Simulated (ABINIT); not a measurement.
# SrO (Fm-3m): how ε∞ follows the gap

The empty bands of SrO (Fm-3m) are shifted up rigidly by Δ, and ε∞ is computed for each shift.

Cell: a, b, c = 3.629, 3.629, 3.629 Å (primitive vectors), 2 atoms.

Method: ABINIT 10.8.3, PBE, independent particles, k-mesh 11×11×11, Lorentzian half width 0.04 eV.

Launch of the response step: `optic optic.abi`. The series took 42 s in all, its band step included, on 4 threads of Arm Neoverse V2, with other jobs on the host.

| Δ (eV) | ε∞ |
| --- | --- |
| 0.00 | 3.865 |
| 0.40 | ? |
| 0.80 | 3.616 |
| 1.20 | 3.510 |
| 1.60 | 3.413 |
| 2.00 | 3.325 |

With one effective transition at E₀ and fixed dipole strength, ε∞ − 1 = A/(E₀ + Δ), so 1/(ε∞ − 1) is linear in Δ.

Working, on the rows shown:

| x = Δ (eV) | y = 1/(ε∞ − 1) |
| --- | --- |
| 0 | 0.34904 |
| 0.8 | 0.382263 |
| 1.2 | 0.398406 |
| 1.6 | 0.414422 |
| 2 | 0.430108 |

Means: x̄ = 1.12, ȳ = 0.39485. Σ(x − x̄)(y − ȳ) = 0.09604, Σ(x − x̄)² = 2.368. Slope = 0.09604 / 2.368 = 0.04056; intercept = ȳ − slope · x̄ = 0.34942. Turned back into ε∞, the line misses the rows shown by at most 0.0031.

Fill in the last column of the withheld row.

At x = 0.4 the line gives y = 0.36565, that is 3.735. The run gave 3.733, so the interpolation is off by 0.0019, 0.3 % of the range in the table.

Refitted with all rows, the slope is 0.0405 and the intercept 0.34952. These give E₀ = intercept/slope = 8.6 eV, far above the least direct gap of 3.44 eV: most of the screening comes from transitions well over the edge. Over the first step ε∞ falls by 9 % per eV. The cell comes from an older database entry, whose edges can be off by a per cent or so. Excitons are left out and so are local fields; PBE gaps are as a rule too small. The values come from a sum over the points of one k-mesh and carry its error, which grows as the direct gap shrinks. Spin-orbit coupling is left out.
